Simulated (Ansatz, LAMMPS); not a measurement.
**Aqueous NH4+ and HCO3-, 1.1 mol of salt per kg of water, from a frame at 280 K (166 atoms): geometry optimisation**

Aim: bring aqueous NH4+ and HCO3-, 1.1 mol of salt per kg of water, from a frame at 280 K (166 atoms) to a nearby minimum of the energy and see what moves.

Calculated with Ansatz 0.2.0; Kohn-Sham DFT, PBE+D4, PAW (set soft_2), plane waves.

**1. The starting structure**

The cell holds 166 atoms: 1 N, 109 H, 55 O and 1 C. Cell: a = 11.768 Å, b = 11.768 Å, c = 11.768 Å, α = 90.0°, β = 90.0°, γ = 90.0°. 52 H2O, 1 NH4+, 1 HCO3- placed at random, at 1.03 g/cm³; overlaps pushed apart, then 10 ps at 420 K with MMFF94 bonds, angles, torsions, charges and radii (Halgren, J. Comput. Chem. 17, 490 (1996)) in harmonic and 12-6 forms; SPC/E water (Berendsen, Grigera and Straatsma, J. Phys. Chem. 91, 6269 (1987)). Snapshot after 20 ps at 280 K and fixed volume.

What the set-up can't give: The network of contacts between molecules at the start is that of the classical potential that made the cell. The concentration wasn't checked against solubility and may exceed it. The density was typed from a rule of thumb and may lie off the real one at this temperature. The Brillouin zone is sampled at Γ only, in a cell whose shortest periodic width is 12 Å.

**2. Making the structure**

A classical potential makes the cell, at a small fraction of what the same run would cost in DFT.

This step: classical MD, MMFF94 bonds, angles, torsions, charges and radii (Halgren, J. Comput. Chem. 17, 490 (1996)) in harmonic and 12-6 forms; SPC/E water (Berendsen, Grigera and Straatsma, J. Phys. Chem. 91, 6269 (1987)) (LAMMPS 22 Jul 2025 - Update 4).

Contents of in.lmp:

```
# aqueous NH4+ and HCO3-, 1.1 mol of salt per kg of water
units real
atom_style full
boundary p p p
bond_style harmonic
angle_style harmonic
dihedral_style opls
improper_style harmonic
special_bonds lj 0 0 0.5 coul 0 0 0.75
read_data data.lmp
neigh_modify delay 0 every 1 check yes one 4000
comm_modify cutoff 12.0
timestep 0.5
thermo_style custom step time temp pe press density
thermo_modify norm yes
# push overlapping molecules apart
pair_style soft 2.6
pair_coeff * * 0.0
variable a equal ramp(1,60)
fix ad all adapt 1 pair soft a * * v_a
velocity all create 420 694114 mom yes dist gaussian
fix lim all nve/limit 0.03
fix lan all langevin 420 420 50 694115 zero yes
thermo 1000
run 3000 post no
unfix ad
pair_style lj/cut/coul/long 9.0
pair_modify mix arithmetic tail yes
pair_coeff 1 1 0.0721 3.3270   # N
pair_coeff 2 2 0.0100 1.2000   # H
pair_coeff 3 3 0.0763 3.0430   # O
pair_coeff 4 4 0.0678 3.4070   # C
pair_coeff 5 5 0.0763 3.0960   # O
pair_coeff 6 6 0.1553 3.1660   # O
# [... 20 lines left out ...]
compute msd all msd com yes
thermo 5000
fix md all nvt temp 280 280 100
run 20000 post no
print "== T280: mean square displacement over the hold $(c_msd[4]:%.2f) A^2"
unfix md
uncompute msd
write_dump all custom T280.dump id type xs ys zs modify sort id
```

The run is started by

```bash
$ lmp -in in.lmp -log none -nocite
```

Numbers of over 12 decimals in the logs are rounded to 6 here.

Log:

```text
LAMMPS (22 Jul 2025 - Update 4)
Reading data file ...
  orthogonal box = (0 0 0) to (11.76822 11.76822 11.76822)
  166 atoms
  orthogonal box = (0 0 0) to (11.76822 11.76822 11.76822)
  112 bonds
  62 angles
  2 dihedrals
  1 impropers
   Step          Time           Temp          PotEng         Press         Density
         0   0              420            0.2494445      10714.68       1.0349989
      1000   500            408.88161      0.98547932     34675.028      1.0349989
      2000   1000           401.57948      0.8347641      38477.72       1.0349989
      3000   1500           427.19264      0.88278131     51190.615      1.0349989
Loop time of 0.208352 s on 1 MPI rank(s) for 3000 steps with 166 atoms
PPPM initialization ...
  G vector (1/distance) = 0.30867491
  grid = 8 8 8
  estimated relative force accuracy = 4.9334811e-05
   Step          Time           Temp          PotEng         Press         Density
      3000   1500           427.19264      0.19700023     41388.01       1.0349989
      3100   1550           427.19264     -5.4830075     -3546.7172      1.0349989
      3200   1600           427.19264     -5.8778628      865.18472      1.0349989
      3300   1650           427.19264     -5.9763485      2080.7655      1.0349989
Loop time of 0.567831 s on 1 MPI rank(s) for 300 steps with 166 atoms
[... 2 lines left out ...]
  Energy initial, next-to-last, final =
     0.197000228366694  -5.97599960597773  -5.97634850521995
  Force two-norm initial, final = 775.70471 12.862346
  Iterations, force evaluations = 300 595
   Step          Time           Temp          PotEng         Press         Density
         0   0              420           -5.9763485      1981.5437      1.0349989
      1000   500            416.16661     -4.6540228      950.45528      1.0349989
      2000   1000           386.12142     -4.7186745      3916.2983      1.0349989
Loop time of 1.34551 s on 1 MPI rank(s) for 2000 steps with 166 atoms
   Step          Time           Temp          PotEng         Press         Density
      2000   1000           563.80562     -5.208126       2825.2059      1.0349989
[... 5 lines left out ...]
Loop time of 7.29063 s on 1 MPI rank(s) for 10000 steps with 166 atoms
   Step          Time           Temp          PotEng         Press         Density
[... 4 lines left out ...]
Loop time of 3.55856 s on 1 MPI rank(s) for 5000 steps with 166 atoms
   Step          Time           Temp          PotEng         Press         Density
[... 2 lines left out ...]
     25000   24000          262.51725     -5.2933438      5143.5263      1.0349989
     30000   29000          305.4358      -5.2719181     -1351.1399      1.0349989
     35000   34000          307.25533     -5.2674265      144.71395      1.0349989
     37000   36000          297.48436     -5.2509517      2236.4809      1.0349989
Loop time of 14.0735 s on 1 MPI rank(s) for 20000 steps with 166 atoms
== T280: mean square displacement over the hold 20.54 A^2
```

Wall time 27 s (1 thread of Arm Neoverse V1, shared host); peak memory 0.12 GiB.

The input also reads data.lmp (atoms, bonds and types; not printed here).

**3. Single point at the start**

A single point comes first, to see the forces before anything moves.

Contents of input.yaml:

```yaml
crystal:
  lattice:
    - [11.76822, 0.0, 0.0]
    - [0.0, 11.76822, 0.0]
    - [0.0, 0.0, 11.76822]
  atoms:
    - { symbol: "N", position: [0.24021, 0.00815, 0.27382] }
    - { symbol: H, position: [0.22344, 0.94871, 0.21265] }
    - { symbol: H, position: [0.27861, 0.98095, 0.34684] }
    - { symbol: H, position: [0.2982, 0.06488, 0.23905] }
    - { symbol: H, position: [0.1715, 0.04962, 0.30268] }
    - { symbol: O, position: [0.77367, 0.0225, 0.58727] }
    - { symbol: C, position: [0.81973, 0.07393, 0.50079] }
    - { symbol: O, position: [0.91856, 0.04177, 0.47136] }
    - { symbol: O, position: [0.77514, 0.16448, 0.47588] }
    - { symbol: H, position: [0.81996, 0.95456, 0.58894] }
    - { symbol: O, position: [0.38648, 0.72976, 0.81837] }
    - { symbol: H, position: [0.40081, 0.64855, 0.83885] }
    - { symbol: H, position: [0.3742, 0.77509, 0.88918] }
    - { symbol: O, position: [0.09211, 0.49226, 0.52998] }
    - { symbol: H, position: [0.05815, 0.56471, 0.55859] }
    - { symbol: H, position: [0.03072, 0.43448, 0.51932] }
    - { symbol: O, position: [0.7312, 0.59144, 0.83666] }
    - { symbol: H, position: [0.81485, 0.58102, 0.82592] }
    - { symbol: H, position: [0.68934, 0.54822, 0.77667] }
    - { symbol: O, position: [0.00678, 0.34366, 0.23631] }
    - { symbol: H, position: [0.04079, 0.41256, 0.20003] }
    - { symbol: H, position: [0.9757, 0.29237, 0.1761] }
    - { symbol: O, position: [0.96346, 0.9279, 0.29032] }
    - { symbol: H, position: [0.88521, 0.92318, 0.25753] }
    - { symbol: H, position: [0.96119, 0.97231, 0.36273] }
    - { symbol: O, position: [0.1546, 0.48669, 0.13334] }
    - { symbol: H, position: [0.1763, 0.48642, 0.05119] }
    - { symbol: H, position: [0.22149, 0.46358, 0.18038] }
    - { symbol: O, position: [0.33356, 0.03564, 0.4968] }
    - { symbol: H, position: [0.38291, 0.98024, 0.53823] }
    - { symbol: H, position: [0.36317, 0.11439, 0.50872] }
    - { symbol: O, position: [0.77759, 0.3974, 0.14341] }
    [... 128 atom lines left out ...]
    - { symbol: O, position: [0.46197, 0.67099, 0.50874] }
    - { symbol: H, position: [0.45904, 0.70409, 0.58694] }
    - { symbol: H, position: [0.53618, 0.63112, 0.49762] }
    - { symbol: O, position: [0.92802, 0.35789, 0.75574] }
    - { symbol: H, position: [0.91441, 0.38072, 0.67503] }
    - { symbol: H, position: [0.9251, 0.42669, 0.80552] }
kpoints:
  mp_grid: { grid: [1, 1, 1] }
hamiltonian:
  xc: pbe
  dispersion: d4
scf:
  occupations: { method: fixed }
output:
  forces: true
  stress: true
  populations: true
  dos:
    method: { smearing: { sigma: 0.08 } }
    de: 0.1
    projected: { site_lists: { C: [C], H: [H], "N": ["N"], O: [O] } }
  eigenvalues: true
```

The run is started by

```bash
$ ansatz run input.yaml --threads 4 --pin off --max-ram 8192MiB --backend cpu --events-out ev --progress --plain --runs-dir out
```

Log:

```text
Engine: ansatz 0.2.0, aarch64-unknown-linux-gnu
Pseudopotentials: kind: paw
Pseudopotential: N, paw, valence charge 5, recommended cutoff 420 eV (normal), N.paw.azcp
Pseudopotential: H, paw, valence charge 1, recommended cutoff 420 eV (normal), H.paw.azcp
Pseudopotential: O, paw, valence charge 6, recommended cutoff 420 eV (normal), O.paw.azcp
Pseudopotential: C, paw, valence charge 4, recommended cutoff 420 eV (normal), C.paw.azcp
Functional definition: PBE
  parameter kappa = 0.804
  parameter beta = 0.066725
  exchange = pbe_x(kappa = kappa, mu = beta*pi^2/3)
  correlation = pbe_c(beta = beta)
Crystal: 166 atoms, lattice volume = 1629.793 Å³
Basis set: ecut = 420 eV, 31799 PW (Γ), exchange–correlation on 160×160×160 points (8 copies of the dense FFT grid, shifted against one another)
Bands: 390, of which v1, the nominal top of the filled ones, is band 224 counted from 1 (223 counted from 0)
Symmetry: 1 space group operations
Space group: P1 (ITA 1), of the structure as read, at distance tolerance 1.2e-4 Å
k-points: 1
Non-local potential: N, projectors of the file, l = 0: 2, l = 1: 2, l = 2: 1
Non-local potential: H, projectors of the file, l = 0: 2, l = 1: 1
Non-local potential: O, projectors of the file, l = 0: 2, l = 1: 2, l = 2: 1
Non-local potential: C, projectors of the file, l = 0: 2, l = 1: 2, l = 2: 1
PAW form: soft (Blöchl's): semilocal exchange-correlation on the pseudo side does not see the compensation charge
PAW one-centre angular grid: N, 110 points (default); XC on 64 Gauss nodes
PAW one-centre angular grid: H, 110 points (default); XC on 64 Gauss nodes
PAW one-centre angular grid: O, 110 points (default); XC on 64 Gauss nodes
PAW one-centre angular grid: C, 110 points (default); XC on 64 Gauss nodes
Initial density: superposition of atomic densities (neutral atoms: chi_scale 0, normalization atom), corrected by the library's trained network
Initial wavefunctions: pseudopotential atomic-orbital guess
Functional: x = pbe(κ = 0.804, μ = 0.219515), c = pbe(β = 0.066725)
SCF iter   1: F=—  HF=-33599.775611 eV  |F-HF|=—  |Δ(HF+E_count)|=         —  Δρ=3.62e-3  dr2=4.87e-1  ethr=1.77e-3  ⟨swp⟩=5.0  Hψ=1388  notcnv=0  defer=164
preconditioner: auto → Resta (q_TF=auto, 2.200 Å⁻¹)  ε∞=2.2  [insulator: Δε(μ)=3.976 eV  Ē_g=17.900 eV  n_scr=256 (ndim 8)  ℏωp=19.4 eV  f_vac=0.281  ε∞_Penn≈2.2]
SCF iter   2: F=—  HF=-33599.569555 eV  |F-HF|=—  |Δ(HF+E_count)|=   2.06e-1  Δρ=1.84e-3  dr2=1.14e-1  ethr=1.09e-4  ⟨swp⟩=2.0  Hψ=675  notcnv=0  defer=164
SCF iter   3: F=—  HF=-33599.502989 eV  |F-HF|=—  |Δ(HF+E_count)|=   6.66e-2  Δρ=9.85e-4  dr2=2.57e-2  ethr=2.53e-5  ⟨swp⟩=2.0  Hψ=458  notcnv=0  defer=164
SCF iter   4: F=—  HF=-33599.493842 eV  |F-HF|=—  |Δ(HF+E_count)|=   9.15e-3  Δρ=3.77e-4  dr2=2.52e-3  ethr=5.74e-6  ⟨swp⟩=2.0  Hψ=458  notcnv=0  defer=164
SCF iter   5: F=—  HF=-33599.493404 eV  |F-HF|=—  |Δ(HF+E_count)|=   4.38e-4  Δρ=1.39e-4  dr2=3.08e-4  ethr=5.63e-7  ⟨swp⟩=2.0  Hψ=619  notcnv=0  defer=164
SCF iter   6: F=—  HF=-33599.493376 eV  |F-HF|=—  |Δ(HF+E_count)|=   2.74e-5  Δρ=7.38e-5  dr2=6.89e-5  ethr=6.87e-8  ⟨swp⟩=3.0  Hψ=515  notcnv=0  defer=164
SCF iter   7: F=—  HF=-33599.493339 eV  |F-HF|=—  |Δ(HF+E_count)|=   3.70e-5  Δρ=1.88e-5  dr2=5.09e-6  ethr=1.54e-8  ⟨swp⟩=3.0  Hψ=474  notcnv=0  defer=158
SCF iter   8: F=—  HF=-33599.493340 eV  |F-HF|=—  |Δ(HF+E_count)|=   1.15e-6  Δρ=9.61e-6  dr2=1.29e-6  ethr=1.14e-9  ⟨swp⟩=3.0  Hψ=474  notcnv=0  defer=162
SCF iter   9: F=—  HF=-33599.493340 eV  |F-HF|=—  |Δ(HF+E_count)|=   2.30e-7  Δρ=2.67e-6  dr2=1.00e-7  ethr=2.89e-10  ⟨swp⟩=3.0  Hψ=474  notcnv=0  defer=162
SCF iter  10: F=-33599.493340 eV  HF=-33599.493340 eV  |F-HF|=1.04e-8  |Δ(HF+E_count)|=   1.42e-8  Δρ=9.85e-7  dr2=1.59e-8  ethr=2.23e-11  ⟨swp⟩=16.0  Hψ=2836  notcnv=0
SCF 1 converged in 10 iterations: F = -33599.493340 eV  dr2 = 1.59e-8
  greatest PAW one-centre occupation: 0.876 electrons in one spin orbital (limit 2), on the O atom at site 5 (counted from 0), in its partial waves of l = 0
SCF converged after 10 iterations
Free energy (F): -33599.493340 eV
Harris-Foulkes:  -33599.493340 eV  (|F-HF|=1.04e-8)
Internal energy: -33599.493340 eV  (E = F + TS)
E sigma→0 (E₀):  -33599.493340 eV
Fermi energy:    -1.558805 eV
--- Per-component energies (eV) ---
  E_band       = -4304.729588
  E_kinetic    = 11336.782944
  E_local      = -37361.114024  (includes V_loc(G=0)·N_el)
  E_nonlocal   = 2903.857548
  E_hartree    = 13712.572303
  E_xc         = -5095.892527
  E_vxc        = -6510.727406  (∫ρ·V_xc dr)
  E_paw        = -9010.474812  (= ΣΔE_a)
  E_vpaw       = -2098.677594  (= ΣTr[D̂ρ^β])
  E_aug_tail   = 0.011513  (compensation charges beyond the density's cutoff)
  E_ewald      = -10079.991964
  E_disp       = -5.244320  (pairwise vdW)
  E_smearing   = -0.000000  (= −TS)
  E_closure    = 0.000000  (closes the sum)
  Σ components = -33599.493340   (vs F -33599.493340, Δ=0.00e0)
--- Forces (eV/Å), atoms counted from 1 ---
  atom   1  N      0.97319299     0.32382106    -0.11703065
  atom   2  H      0.08328145    -0.34588677     0.30485049
  atom   3  H      0.58079974    -0.74949516     0.29535793
  atom   4  H     -0.24140618     0.25183412    -0.49408473
  atom   5  H     -1.07079298     1.02246800    -0.09449214
  atom   6  O     -0.37818144    -1.40258333     0.31607486
  atom   7  C      2.07628667     1.45873446     0.42461662
  atom   8  O     -1.11201487    -0.94606220    -0.34900059
  atom   9  O     -1.48010486     2.08466424    -1.31372933
  atom  10  H      0.33331759    -1.66368168     1.48105445
  atom  11  O     -0.36250759     0.11108051     0.36545434
  atom  12  H      0.02084684     0.89483238     0.07858438
  atom  13  H      0.15665153    -0.57806043    -0.42349804
  atom  14  O     -0.36004898    -0.41604895    -0.15421163
[...]
atom 165  H      0.04639352     0.04485360     0.76565734
  atom 166  H      0.32512294    -0.28073096    -1.01451984
  max |Σ_I F_I| component: 1.80e-5 eV/Å
--- Stress (GPa, compression-positive) ---
       -1.443224      -0.110238      -0.114741
       -0.110238      -1.035144      -0.865935
       -0.114741      -0.865935      -1.142777
  P = ⅓ Tr σ = -1.2070 GPa (-12.070 kbar)
--- Band table (eV) ---
  k-point 0: bands = ["-26.7446", "-23.7386", "-22.9976", "-22.2573", [... 374 levels ...], "11.2082", "11.2533", "11.2713", "11.3205", "11.3634", "11.4053", "11.4242", "11.4504", "11.5324", "11.5447", "11.5835", "11.6348"]
--- Löwdin populations: 166 sites ---
  site symbol       q [e]
     0      N      5.5042
     1      H      0.6522
     2      H      0.6412
[...]
165      H      0.6020
  spilling = 0.011002 (of n_electrons = 448.000000)
```

Elapsed: 33 s, on 4 threads of Arm Neoverse V1, shared host; peak memory 2 GiB.

Read from the output:

- free energy: -33599.4933 eV
- free energy per atom: -202.4066 eV/atom
- SCF cycles: 10
- pressure: -1.207 GPa
- r.m.s. force component: 0.5522 eV/Å
- longest force: 2.874 eV/Å
- Fermi energy: -1.559 eV
- gap (highest filled to lowest empty level): 3.202 eV
- spilling of the projection: 0.011

The r.m.s. force component of 0.55 eV/Å and the pressure of -1.2 GPa set the starting point.

Neighbours are counted within 1.21 Å (H-O), 1.27 Å (H-N), 1.73 Å (O-C).

Length of the force by element and coordination:

```tsv
element	coordination	atoms	mean length of the force (eV/Å)	spread	least	most
C	all	1	2.57	0	2.57	2.57
H	all	109	0.929	0.32	0.251	2.25
N	all	1	1.03	0	1.03	1.03
O	all	55	0.728	0.424	0.153	2.87
O	1	2	2.19	0.687	1.50	2.87
O	2	53	0.673	0.292	0.153	1.49
```

(Part 1 of 3 ends here.)

[Logs are printed without paths, hosts, clocks, repeated set-up lines and the standing remarks that a program may print on its own settings, such as how far it seeks lower states.]

[Hosts, paths, dates, database ids (printed as entryN), source tags and the programs' standing remarks are cut or masked in the printed files.]

[The MMFF94 radii named for the starting cell were scaled by 0.96; in molecules described by MMFF94, hydrogen bound to N, O or S took a small fixed 12-6 site in their place.]
